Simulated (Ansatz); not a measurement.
**BiB3: relaxing a made-up structure**

This structure for BiB3 is made up. Its elements were placed in a known structure type with a cell scaled to their sizes. What cell does the guess relax to, and how far off was it?

Method: DFT, PBE, plane-wave PAW, files of the set soft_1, scalar-relativistic, no spin, cell and ions relaxed at zero pressure; PAW set soft_1, in the first sound run; inputs show where later runs differ, in Ansatz 0.2.0.

### Step 1. The starting structure

Symmetry: Pm-3m, No. 221, cubic system. Conventional cell: a = 3.547 Å, b = 3.547 Å, c = 3.547 Å, α = 90.00°, β = 90.00°, γ = 90.00°. Nearest to Bi lie 12 B at 2.51 Å. Nearest to B lie 8 B at 2.51 Å and 4 Bi at 2.51 Å. Farther neighbours are not listed.

Coordinates:

```cif
data_structure
_symmetry_space_group_name_H-M 'Pm-3m'
_symmetry_Int_Tables_number 221
_cell_length_a 3.5470
_cell_length_b 3.5470
_cell_length_c 3.5470
_cell_angle_alpha 90.000
_cell_angle_beta 90.000
_cell_angle_gamma 90.000
_cell_volume 44.63
loop_
_atom_site_label
_atom_site_type_symbol
_atom_site_symmetry_multiplicity
_atom_site_Wyckoff_symbol
_atom_site_fract_x
_atom_site_fract_y
_atom_site_fract_z
_atom_site_occupancy
Bi1 Bi 1 a 0.00000 0.00000 0.00000 1
B1 B 3 c 0.50000 0.50000 0.00000 1
```

### Step 2. Relaxation of the guess

The guessed cell has no reason to be at equilibrium. It is relaxed with the atoms, within the space group of the guess.

File input.yaml:

```yaml
crystal:
  lattice:
    - [3.547, 0.0, 0.0]
    - [0.0, 3.547, 0.0]
    - [0.0, 0.0, 3.547]
  atoms:
    - { symbol: Bi, position: [0.0, 0.0, 0.0] }
    - { symbol: B, position: [0.5, 0.5, 0.0] }
    - { symbol: B, position: [0.5, 0.0, 0.5] }
    - { symbol: B, position: [0.0, 0.5, 0.5] }
kpoints:
  mp_grid: { grid: [8, 8, 8] }
scf:
  occupations: { method: fermi_dirac, width: 0.05 }
hamiltonian:
  xc: pbe
  pseudopotentials: { kind: paw, azcp: { folder: soft_1 } }
relax:
  f_tol: 0.015
  max_steps: 70
  cell: {}
output:
  forces: true
  stress: true
```

The run is started by

```bash
ansatz run input.yaml --threads 4 --pin off --max-ram 8192MiB --backend cpu --events-out ev --progress --plain --runs-dir out
```

Numbers of over 12 decimals in the logs are rounded to 6 here.

The program printed:

```text
Engine: ansatz 0.2.0, aarch64-unknown-linux-gnu
Pseudopotentials: kind: paw
Pseudopotential: Bi, paw, valence charge 15, recommended cutoff 420 eV (normal), soft_1/Bi.paw.azcp
Pseudopotential: B, paw, valence charge 3, recommended cutoff 420 eV (normal), soft_1/B.paw.azcp
Functional definition: PBE
  parameter kappa = 0.804
  parameter beta = 0.066725
  exchange = pbe_x(kappa = kappa, mu = beta*pi^2/3)
  correlation = pbe_c(beta = beta)
Crystal: 4 atoms, lattice volume = 44.626 Å³
Basis set: ecut = 420 eV, 895 PW (Γ), exchange–correlation on 48×48×48 points (8 copies of the dense FFT grid, shifted against one another)
Bands: 16, of which v1, the nominal top of the filled ones, is band 12 counted from 1 (11 counted from 0)
Symmetry: 48 space group operations
Space group: Pm-3m (ITA 221), of the structure as read, at distance tolerance 3.5e-5 Å
k-points: 35 of 512
Non-local potential: Bi, projectors of the file, l = 0: 2, l = 1: 2, l = 2: 2, l = 3: 1
Non-local potential: B, projectors of the file, l = 0: 2, l = 1: 2, l = 2: 1
PAW form: soft (Blöchl's): semilocal exchange-correlation on the pseudo side does not see the compensation charge
PAW one-centre angular grid: Bi, 590 points (default); XC on 64 Gauss nodes
PAW one-centre angular grid: B, 110 points (default); XC on 64 Gauss nodes
Initial density: superposition of atomic densities (chi_scale 0.1, normalization cell, long waves kept (reshape's long-wave potential 0.00 eV rms))
Initial wavefunctions: pseudopotential atomic-orbital guess
Functional: x = pbe(κ = 0.804, μ = 0.219515), c = pbe(β = 0.066725)
SCF iter   1: F=—  HF=-12857.100619 eV  |F-HF|=—  |Δ(HF+E_count)|=         —  Δρ=3.19e-2  dr2=8.99e-1  ethr=3.10e-3  ⟨swp⟩=5.7  Hψ=2996  notcnv=0
preconditioner: auto → none  [metal: Δε(μ)=0.046 eV  Ē_g=14.905 eV  σ=0.050 eV  W_gap=0.22  n_scr=6 (ndim 8)  ℏωp=27.2 eV  f_vac=0.000  D(μ)=2.08/eV (n_scr^D=18)  sad-step TF]
SCF iter   2: F=—  HF=-12856.913814 eV  |F-HF|=—  |Δ(HF+E_count)|=   1.87e-1  Δρ=2.15e-2  dr2=4.04e-1  ethr=3.10e-3  ⟨swp⟩=1.2  Hψ=851  notcnv=0
SCF iter   3: F=—  HF=-12856.770395 eV  |F-HF|=—  |Δ(HF+E_count)|=   1.43e-1  Δρ=1.13e-3  dr2=3.16e-4  ethr=1.68e-3  ⟨swp⟩=2.1  Hψ=931  notcnv=0
SCF iter   4: F=—  HF=-12856.770708 eV  |F-HF|=—  |Δ(HF+E_count)|=   3.12e-4  Δρ=1.66e-4  dr2=1.59e-5  ethr=1.32e-6  ⟨swp⟩=2.0  Hψ=1087  notcnv=0
SCF iter   5: F=—  HF=-12856.770727 eV  |F-HF|=—  |Δ(HF+E_count)|=   1.92e-5  Δρ=1.87e-5  dr2=1.85e-7  ethr=6.62e-8  ⟨swp⟩=2.0  Hψ=783  notcnv=0
SCF iter   6: F=-12856.770727 eV  HF=-12856.770727 eV  |F-HF|=3.18e-10  |Δ(HF+E_count)|=   6.95e-8  Δρ=1.66e-6  dr2=6.32e-10  ethr=4.17e-10  ⟨swp⟩=4.0  Hψ=1813  notcnv=0
SCF 1 converged in 6 iterations: F = -12856.770727 eV  dr2 = 6.32e-10
  greatest PAW one-centre occupation: 0.989 electrons in one spin orbital (limit 2), on the Bi atom at site 0 (counted from 0), in its partial waves of l = 2
relax step   1: F+E_penalty+E_count = -12856.77072690 eV  Δ(F+E_penalty+E_count) = +0.000e0 eV  max|allowed force component| = 8.842e-30 eV/Å  Δτ_max = 0.0000 Å  P = +30.175 GPa  Ω = 44.626 Å³  (6 SCF iters, dr2 threshold 1.00e-7 eV, accepted)
Crystal: 4 atoms, lattice volume = 51.475 Å³
Basis set: ecut = 420 eV, 1021 PW (Γ), exchange–correlation on 48×48×48 points (8 copies of the dense FFT grid, shifted against one another)
Initial density: handed on by an earlier stage of this run
Initial wavefunctions: those handed on with the density
iter 1 solved again at ethr=2.98e-4 eV; its pass at ethr=3.10e-3 eV (dr2=7.16e-2 eV) is discarded
SCF iter   1: F=—  HF=-12857.546320 eV  |F-HF|=—  |Δ(HF+E_count)|=         —  Δρ=8.57e-3  dr2=7.20e-2  ethr=2.98e-4  ⟨swp⟩=1.0  Hψ=3977  notcnv=0
preconditioner: auto → Kerker (q_TF=auto, 2.402 Å⁻¹)  [metal: Δε(μ)=0.025 eV  Ē_g=15.263 eV  σ=0.050 eV  W_gap=0.12  n_scr=18 (ndim 8)  ℏωp=25.4 eV  f_vac=0.000  D(μ)=2.40/eV (n_scr^D=18)]
SCF iter   2: F=—  HF=-12857.529376 eV  |F-HF|=—  |Δ(HF+E_count)|=   1.69e-2  Δρ=4.89e-3  dr2=2.34e-2  ethr=2.98e-4  ⟨swp⟩=2.3  Hψ=754  notcnv=0
SCF iter   3: F=—  HF=-12857.521679 eV  |F-HF|=—  |Δ(HF+E_count)|=   7.70e-3  Δρ=4.96e-4  dr2=1.32e-4  ethr=9.75e-5  ⟨swp⟩=2.0  Hψ=920  notcnv=0
SCF iter   4: F=—  HF=-12857.521786 eV  |F-HF|=—  |Δ(HF+E_count)|=   1.06e-4  Δρ=1.30e-4  dr2=6.97e-6  ethr=5.51e-7  ⟨swp⟩=2.2  Hψ=858  notcnv=0
SCF iter   5: F=-12857.521786 eV  HF=-12857.521786 eV  |F-HF|=4.77e-9  |Δ(HF+E_count)|=   2.92e-7  Δρ=1.72e-5  dr2=1.41e-7  ethr=1.67e-9  ⟨swp⟩=4.3  Hψ=1999  notcnv=0
SCF 2 converged in 5 iterations: F = -12857.521786 eV  dr2 = 1.41e-7
relax step   2: F+E_penalty+E_count = -12857.52178604 eV  Δ(F+E_penalty+E_count) = -7.511e-1 eV  max|allowed force component| = 2.630e-30 eV/Å  Δτ_max = 0.0000 Å  P = +7.630 GPa  Ω = 51.475 Å³  energy of the carried Pulay correction = -3.017e-3 eV  (5 SCF iters, dr2 threshold 4.00e-7 eV, accepted)
Crystal: 4 atoms, lattice volume = 54.290 Å³
Basis set: ecut = 420 eV, 1045 PW (Γ), exchange–correlation on 48×48×48 points (8 copies of the dense FFT grid, shifted against one another)
iter 1 solved again at ethr=2.73e-5 eV; its pass at ethr=3.10e-3 eV (dr2=6.56e-3 eV) is discarded
SCF iter   1: F=—  HF=-12857.604626 eV  |F-HF|=—  |Δ(HF+E_count)|=         —  Δρ=2.50e-3  dr2=6.59e-3  ethr=2.73e-5  ⟨swp⟩=1.0  Hψ=3572  notcnv=0
preconditioner: auto → Kerker (q_TF=auto, 2.381 Å⁻¹)  [metal: Δε(μ)=0.062 eV  Ē_g=14.913 eV  σ=0.050 eV  W_gap=0.29  n_scr=18 (ndim 8)  ℏωp=24.7 eV  f_vac=0.000  D(μ)=2.13/eV (n_scr^D=18)]
SCF iter   2: F=—  HF=-12857.603086 eV  |F-HF|=—  |Δ(HF+E_count)|=   1.54e-3  Δρ=1.42e-3  dr2=2.15e-3  ethr=2.73e-5  ⟨swp⟩=1.3  Hψ=616  notcnv=0
SCF iter   3: F=—  HF=-12857.602405 eV  |F-HF|=—  |Δ(HF+E_count)|=   6.81e-4  Δρ=1.56e-4  dr2=1.09e-5  ethr=8.96e-6  ⟨swp⟩=2.0  Hψ=780  notcnv=0
SCF iter   4: F=—  HF=-12857.602519 eV  |F-HF|=—  |Δ(HF+E_count)|=   1.14e-4  Δρ=3.50e-5  dr2=5.82e-7  ethr=4.54e-8  ⟨swp⟩=2.4  Hψ=847  notcnv=0
SCF iter   5: F=-12857.602519 eV  HF=-12857.602519 eV  |F-HF|=2.91e-9  |Δ(HF+E_count)|=   8.52e-8  Δρ=5.04e-6  dr2=1.18e-8  ethr=1.67e-9  ⟨swp⟩=4.0  Hψ=1780  notcnv=0
SCF 3 converged in 5 iterations: F = -12857.602519 eV  dr2 = 1.18e-8
relax step   3: F+E_penalty+E_count = -12857.60251863 eV  Δ(F+E_penalty+E_count) = -8.073e-2 eV  max|allowed force component| = 3.349e-31 eV/Å  Δτ_max = 0.0000 Å  P = +1.929 GPa  Ω = 54.290 Å³  energy of the carried Pulay correction = -4.137e-3 eV  (5 SCF iters, dr2 threshold 4.00e-7 eV, accepted)
Crystal: 4 atoms, lattice volume = 55.314 Å³
iter 1 solved again at ethr=2.32e-6 eV; its pass at ethr=3.10e-3 eV (dr2=5.57e-4 eV) is discarded
SCF iter   1: F=—  HF=-12857.608911 eV  |F-HF|=—  |Δ(HF+E_count)|=         —  Δρ=8.12e-4  dr2=7.22e-4  ethr=2.32e-6  ⟨swp⟩=2.0  Hψ=3486  notcnv=0
preconditioner: auto → Kerker (q_TF=auto, 2.374 Å⁻¹)  [metal: Δε(μ)=0.101 eV  Ē_g=14.812 eV  σ=0.050 eV  W_gap=0.46  n_scr=18 (ndim 8)  ℏωp=24.5 eV  f_vac=0.000  D(μ)=1.99/eV (n_scr^D=18)]
SCF iter   2: F=—  HF=-12857.608744 eV  |F-HF|=—  |Δ(HF+E_count)|=   1.67e-4  Δρ=4.59e-4  dr2=2.33e-4  ethr=2.32e-6  ⟨swp⟩=2.0  Hψ=713  notcnv=0
SCF iter   3: F=—  HF=-12857.608782 eV  |F-HF|=—  |Δ(HF+E_count)|=   3.81e-5  Δρ=5.24e-5  dr2=1.42e-6  ethr=9.70e-7  ⟨swp⟩=2.0  Hψ=778  notcnv=0
SCF iter   4: F=-12857.608782 eV  HF=-12857.608782 eV  |F-HF|=1.63e-9  |Δ(HF+E_count)|=   1.14e-7  Δρ=1.19e-5  dr2=6.78e-8  ethr=1.67e-9  ⟨swp⟩=4.0  Hψ=1813  notcnv=0
SCF 4 converged in 4 iterations: F = -12857.608782 eV  dr2 = 6.78e-8
relax step   4: F+E_penalty+E_count = -12857.60878239 eV  Δ(F+E_penalty+E_count) = -6.264e-3 eV  max|allowed force component| = 1.003e-30 eV/Å  Δτ_max = 0.0000 Å  P = +0.182 GPa  Ω = 55.314 Å³  energy of the carried Pulay correction = -4.529e-3 eV  (4 SCF iters, dr2 threshold 4.00e-7 eV, accepted)
Crystal: 4 atoms, lattice volume = 55.422 Å³
iter 1 solved again at ethr=2.49e-8 eV; its pass at ethr=3.10e-3 eV (dr2=5.98e-6 eV) is discarded
SCF iter   1: F=—  HF=-12857.608708 eV  |F-HF|=—  |Δ(HF+E_count)|=         —  Δρ=8.44e-5  dr2=7.83e-6  ethr=2.49e-8  ⟨swp⟩=2.0  Hψ=3435  notcnv=0
preconditioner: auto → Kerker (q_TF=auto, 2.373 Å⁻¹)  [metal: Δε(μ)=0.106 eV  Ē_g=14.789 eV  σ=0.050 eV  W_gap=0.48  n_scr=18 (ndim 8)  ℏωp=24.4 eV  f_vac=0.000  D(μ)=1.97/eV (n_scr^D=18)]
SCF iter   2: F=—  HF=-12857.608806 eV  |F-HF|=—  |Δ(HF+E_count)|=   9.71e-5  Δρ=4.89e-5  dr2=2.61e-6  ethr=2.49e-8  ⟨swp⟩=2.0  Hψ=712  notcnv=0
SCF iter   3: F=-12857.608805 eV  HF=-12857.608805 eV  |F-HF|=2.03e-9  |Δ(HF+E_count)|=   7.46e-7  Δρ=6.72e-6  dr2=2.42e-8  ethr=3.45e-10  ⟨swp⟩=3.2  Hψ=2158  notcnv=0
SCF 5 converged in 3 iterations: F = -12857.608805 eV  dr2 = 2.42e-8
relax step   5: F+E_penalty+E_count = -12857.60880480 eV  Δ(F+E_penalty+E_count) = -2.241e-5 eV  max|allowed force component| = 1.118e-30 eV/Å  Δτ_max = 0.0000 Å  P = +0.005 GPa  Ω = 55.422 Å³  energy of the carried Pulay correction = -4.570e-3 eV  (3 SCF iters, dr2 threshold 8.27e-8 eV, accepted)
Basis set: ecut = 420 eV, 1045 PW (Γ), exchange–correlation on 54×54×54 points (8 copies of the dense FFT grid, shifted against one another)
Initial wavefunctions: pseudopotential atomic-orbital guess (no wavefunctions were taken with the density)
iter 1 solved again at ethr=5.88e-8 eV; its pass at ethr=3.10e-3 eV (dr2=1.41e-5 eV) is discarded
SCF iter   1: F=—  HF=-12857.619763 eV  |F-HF|=—  |Δ(HF+E_count)|=         —  Δρ=4.77e-4  dr2=9.53e-6  ethr=5.88e-8  ⟨swp⟩=3.2  Hψ=4680  notcnv=0
preconditioner: auto → Kerker (q_TF=auto, 2.373 Å⁻¹)  [metal: Δε(μ)=0.106 eV  Ē_g=14.786 eV  σ=0.050 eV  W_gap=0.48  n_scr=18 (ndim 8)  ℏωp=24.4 eV  f_vac=0.000  D(μ)=1.97/eV (n_scr^D=18)]
SCF iter   2: F=—  HF=-12857.619931 eV  |F-HF|=—  |Δ(HF+E_count)|=   1.68e-4  Δρ=2.50e-4  dr2=2.58e-6  ethr=3.97e-8  ⟨swp⟩=2.9  Hψ=978  notcnv=0
SCF iter   3: F=—  HF=-12857.619995 eV  |F-HF|=—  |Δ(HF+E_count)|=   6.44e-5  Δρ=1.56e-5  dr2=2.96e-8  ethr=1.08e-8  ⟨swp⟩=2.0  Hψ=811  notcnv=0
SCF iter   4: F=—  HF=-12857.619995 eV  |F-HF|=—  |Δ(HF+E_count)|=   1.14e-7  Δρ=2.01e-6  dr2=1.43e-9  ethr=1.23e-10  ⟨swp⟩=2.0  Hψ=810  notcnv=0
SCF iter   5: F=-12857.619995 eV  HF=-12857.619995 eV  |F-HF|=1.82e-11  |Δ(HF+E_count)|=   1.92e-9  Δρ=2.09e-7  dr2=1.55e-11  ethr=1.00e-12  ⟨swp⟩=3.7  Hψ=2252  notcnv=0
SCF 6 converged in 5 iterations: F = -12857.619995 eV  dr2 = 1.55e-11
relax step   6: F+E_penalty+E_count = -12857.61999525 eV  Δ(F+E_penalty+E_count) = -1.119e-2 eV  max|allowed force component| = 1.335e-31 eV/Å  Δτ_max = 0.0000 Å  P = +0.230 GPa  Ω = 55.422 Å³  stress off target by 2.30e-1 GPa  SCF on the basis re-selected at this cell (its energy is not comparable with the rows above)  (5 SCF iters)
basis re-selected at this cell: Δ(F+E_penalty+E_count) = -1.119e-2 eV, ΔP = +0.224 GPa vs the last step (what re-selecting the basis moved, of the pressure what is left beyond the Pulay correction that the steps carried, after the strain that the cell walked since its last selection, with what the two solves' SCF thresholds leave and, on support functions, any second-order correction that the steps lacked; it is no measure of the basis error at this ecutwfc). The dense FFT grid was sized anew with the basis: this SCF ran on 27×27×27 points, the steps before it on 24×24×24, so part of this shift can come from that change (see relax.cell in the input reference). [rest of the remark cut]
Crystal: 4 atoms, lattice volume = 55.564 Å³
iter 1 solved again at ethr=4.17e-8 eV; its pass at ethr=3.10e-3 eV (dr2=1.00e-5 eV) is discarded
SCF iter   1: F=—  HF=-12857.620040 eV  |F-HF|=—  |Δ(HF+E_count)|=         —  Δρ=1.08e-4  dr2=1.30e-5  ethr=4.17e-8  ⟨swp⟩=2.1  Hψ=3482  notcnv=0
preconditioner: auto → Kerker (q_TF=auto, 2.372 Å⁻¹)  [metal: Δε(μ)=0.110 eV  Ē_g=14.780 eV  σ=0.050 eV  W_gap=0.50  n_scr=18 (ndim 8)  ℏωp=24.4 eV  f_vac=0.000  D(μ)=1.96/eV (n_scr^D=18)]
SCF iter   2: F=—  HF=-12857.620044 eV  |F-HF|=—  |Δ(HF+E_count)|=   4.41e-6  Δρ=6.08e-5  dr2=4.11e-6  ethr=4.17e-8  ⟨swp⟩=2.1  Hψ=725  notcnv=0
SCF iter   3: F=-12857.620043 eV  HF=-12857.620043 eV  |F-HF|=9.83e-9  |Δ(HF+E_count)|=   1.30e-6  Δρ=7.25e-6  dr2=3.49e-8  ethr=5.50e-10  ⟨swp⟩=3.2  Hψ=2206  notcnv=0
SCF 7 converged in 3 iterations: F = -12857.620043 eV  dr2 = 3.49e-8
relax step   7: F+E_penalty+E_count = -12857.62004305 eV  Δ(F+E_penalty+E_count) = -4.780e-5 eV  max|allowed force component| = 5.259e-31 eV/Å  Δτ_max = 0.0000 Å  P = +0.006 GPa  Ω = 55.564 Å³  energy of the carried Pulay correction = -5.640e-5 eV  (3 SCF iters, dr2 threshold 1.32e-7 eV, accepted)
iter 1 solved again at ethr=4.29e-8 eV; its pass at ethr=3.10e-3 eV (dr2=1.03e-5 eV) is discarded
SCF iter   1: F=—  HF=-12857.620072 eV  |F-HF|=—  |Δ(HF+E_count)|=         —  Δρ=7.91e-6  dr2=3.65e-8  ethr=4.29e-8  ⟨swp⟩=3.1  Hψ=4683  notcnv=0
preconditioner: auto → Resta (q_TF=auto, 2.372 Å⁻¹)  ε∞=3.7  [insulator: Δε(μ)=0.110 eV  Ē_g=14.778 eV  σ=0.050 eV  W_gap=0.50  n_scr=18 (ndim 8)  ℏωp=24.4 eV  f_vac=0.000  D(μ)=1.96/eV (n_scr^D=18)  ε∞_Penn≈3.7]
SCF iter   2: F=—  HF=-12857.620092 eV  |F-HF|=—  |Δ(HF+E_count)|=   1.99e-5  Δρ=4.71e-6  dr2=1.02e-8  ethr=1.52e-10  ⟨swp⟩=2.0  Hψ=853  notcnv=0
SCF iter   3: F=—  HF=-12857.620092 eV  |F-HF|=—  |Δ(HF+E_count)|=   2.09e-9  Δρ=7.68e-7  dr2=3.17e-10  ethr=4.24e-11  ⟨swp⟩=2.5  Hψ=811  notcnv=0
SCF iter   4: F=-12857.620092 eV  HF=-12857.620092 eV  |F-HF|=5.46e-12  |Δ(HF+E_count)|=  4.37e-11  Δρ=1.66e-7  dr2=1.25e-11  ethr=1.00e-12  ⟨swp⟩=4.3  Hψ=2001  notcnv=0
SCF 8 converged in 4 iterations: F = -12857.620092 eV  dr2 = 1.25e-11
relax step   8: F+E_penalty+E_count = -12857.62009221 eV  Δ(F+E_penalty+E_count) = -4.916e-5 eV  max|allowed force component| = 3.010e-31 eV/Å  Δτ_max = 0.0000 Å  P = +0.006 GPa  Ω = 55.564 Å³  stress off target by 6.00e-3 GPa  SCF on the basis re-selected at this cell (its energy is not comparable with the rows above)  (4 SCF iters)
basis re-selected at this cell: Δ(F+E_penalty+E_count) = -4.916e-5 eV, ΔP = +0.000 GPa vs the last step (what re-selecting the basis moved, of the pressure what is left beyond the Pulay correction that the steps carried, after the strain that the cell walked since its last selection, with what the two solves' SCF thresholds leave and, on support functions, any second-order correction that the steps lacked; it is no m [...]
SCF converged after 4 iterations
Free energy (F): -12857.620092 eV
Harris-Foulkes:  -12857.620092 eV  (|F-HF|=5.46e-12)
Internal energy: -12857.603341 eV  (E = F + TS)
E sigma→0 (E₀):  -12857.611716 eV
Entropy (-TS):   -0.016752 eV (-4.188 meV/atom)
Fermi energy:    10.595632 eV
--- Per-component energies (eV) ---
  E_band       = -51.764675
  E_kinetic    = 367.706316
  E_local      = -1325.662816  (includes V_loc(G=0)·N_el)
  E_nonlocal   = 444.629453
  E_hartree    = 498.742551
  E_xc         = -241.493594
  E_vxc        = -235.761943  (∫ρ·V_xc dr)
  E_paw        = -10896.367269  (= ΣΔE_a)
  E_vpaw       = -300.161102  (= ΣTr[D̂ρ^β])
  E_aug_tail   = 0.000232  (compensation charges beyond the density's cutoff)
  E_ewald      = -1705.158214
  E_smearing   = -0.016752  (= −TS)
  E_closure    = -0.000000  (closes the sum)
  Σ components = -12857.620092   (vs F -12857.620092, Δ=0.00e0)
--- Forces (eV/Å), atoms counted from 1 ---
  atom   1  Bi     0.00000000    -0.00000000     0.00000000
  atom   2  B     -0.00000000     0.00000000     0.00000000
  atom   3  B     -0.00000000    -0.00000000    -0.00000000
  atom   4  B      0.00000000    -0.00000000    -0.00000000
  max |Σ_I F_I| component: 3.74e-31 eV/Å
--- Stress (GPa, compression-positive) ---
        0.005997      -0.000000       0.000000
        0.000000       0.005997      -0.000000
        0.000000      -0.000000       0.005997
  P = ⅓ Tr σ = 0.0060 GPa (0.060 kbar)
--- Relaxed structure (6 steps of the walk, 6 accepted, 2 SCFs on fresh bases) ---
  F+E_penalty+E_count = -12857.62009221 eV   max|allowed force component| = 3.010e-31 eV/Å   (the final SCF, on the basis selected at the relaxed cell)
  cell:  # Å, volume = 55.5643 Å³
    - [3.815915, 0, 0]
    - [0, 3.815915, 0.0]
    - [0, 0.0, 3.815915]
  atoms:
    - { symbol: Bi, position: [0, 0, 0] }
    - { symbol: B, position: [0.5, 0.5, 0] }
    - { symbol: B, position: [0.5, 0, 0.5] }
    - { symbol: B, position: [0, 0.5, 0.5] }
```

Elapsed: 2.6 s, on 4 threads of Arm Neoverse V2, shared host; peak memory 0.34 GiB; 8.6 s of CPU time.

The steps of the relaxation:

| step | energy less that of the first step (eV) | largest force component (eV/Å) | pressure (GPa) | volume (Å³) |
| --- | --- | --- | --- | --- |
| 1 | 0.0000 | 0.0000 | 30.18 | 44.63 |
| 2 | -0.7511 | 0.0000 | 7.63 | 51.48 |
| 3 | -0.8318 | 0.0000 | 1.93 | 54.29 |
| 4 | -0.8381 | 0.0000 | 0.18 | 55.31 |
| 5 | -0.8381 | 0.0000 | 0.01 | 55.42 |
| 6* | -0.8493 | 0.0000 | 0.23 | 55.42 |
| 7 | -0.8493 | 0.0000 | 0.01 | 55.56 |
| 8* | -0.8494 | 0.0000 | 0.01 | 55.56 |

Relaxation steps marked * repeat the geometry before them on a plane-wave basis chosen anew for their cell, so energy and pressure can jump there.

Forces are held to the 48 operations that the run works with; a distortion that breaks them can't arise in this run.

| conventional cell, symmetrised | before | after | change |
| --- | --- | --- | --- |
| a (Å) | 3.547 | 3.816 | +7.6 % |
| b (Å) | 3.547 | 3.816 | +7.6 % |
| c (Å) | 3.547 | 3.816 | +7.6 % |
| volume (Å³/atom) | 11.16 | 13.89 | +24.5 % |

Final coordinates:

```xyz
4
Lattice="3.8159 0.0000 0.0000 0.0000 3.8159 0.0000 0.0000 0.0000 3.8159" Properties=species:S:1:pos:R:3 pbc="T T T"
Bi    0.0000    0.0000    0.0000
B     1.9080    1.9080    0.0000
B     1.9080    0.0000    1.9080
B     0.0000    1.9080    1.9080
```

Numbers from this step:

```
free energy             : -12857.6201 eV
energy at zero smearing : -12857.6117 eV
smearing term TS        : 0.01675 eV
Fermi energy            : 10.60 eV
electrons               : 24
symmetry operations     : 48
pressure                : 0.005997 GPa
```

The shortest distance of each pair, which need not be the same contact before and after:

| pair | guess (Å) | relaxed (Å) |
| --- | --- | --- |
| B–Bi | 2.508 | 2.698 |
| B–B | 2.508 | 2.698 |
| Bi–Bi | 3.547 | 3.816 |

The relaxation ends with a pressure of 0.01 GPa.

(Part 1 of 2 ends here.)

[Logs are printed without paths, hosts, clocks, repeated set-up lines and the standing remarks that a program may print on its own settings, such as how far it seeks lower states.]

[Hosts, paths, dates, database ids (printed as entryN), source tags and the programs' standing remarks are cut or masked in the printed files.]
